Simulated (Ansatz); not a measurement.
The crystal is SrTiO3 (I4/mcm).

```xyz
10
Lattice="-2.7555 2.7555 3.8980 2.7555 -2.7555 3.8980 2.7555 2.7555 -3.8980" Properties=species:S:1:pos:R:3 pbc="T T T"
Sr    0.0000    2.7555    1.9490
Sr    2.7555    0.0000    1.9490
Ti    0.0000    0.0000    0.0000
Ti    0.0000    0.0000    3.8980
O     0.0000    0.0000    1.9490
O     0.0000    0.0000    5.8470
O     1.3507    4.1062    0.0000
O     1.4048    1.3507    0.0000
O     1.4048   -1.3507    3.8980
O     1.3507    1.4048    3.8980
```

The cell and positions come from the Crystallography Open Database and are kept as given unless a step says otherwise. PAW set soft_2, made with PBE.

Gaps computed with Ansatz 0.2.0 without a self-energy: LDA 1.80 eV and PBE 1.90 eV.

Estimate the G0W0@PBE gap with 4×4×4 mesh, 544 empty bands, screening to 160 eV, default PAW files.

About 3.47 eV: on its mesh the run moves the gap from 1.90 eV by +1.56 eV. Among the scalar-relativistic levels given, PBE is nearest (−1.57 eV). Bands and cutoff are finite, so the gap is not at the basis limit. The miss can reach some tenths of an eV and take either sign; the mesh is an error of its own. The many-body steps are scalar-relativistic: spin-orbit coupling is not in them.

[Paths, hosts, dates, memory and timing lines, banners, echoed tables and standing remarks are left out of the program output.]

[Logs are printed without paths, hosts, clocks, repeated set-up lines and the standing remarks that a program may print on its own settings, such as how far it seeks lower states.]

[Runs of the session that timed out or met a known fault of the program may be left out.]

[Cells called generated may have been cut or substituted from an entry of the Crystallography Open Database or the Materials Project.]

[Hosts, paths, dates, database ids (printed as entryN), source tags and the programs' standing remarks are cut or masked in the printed files.]
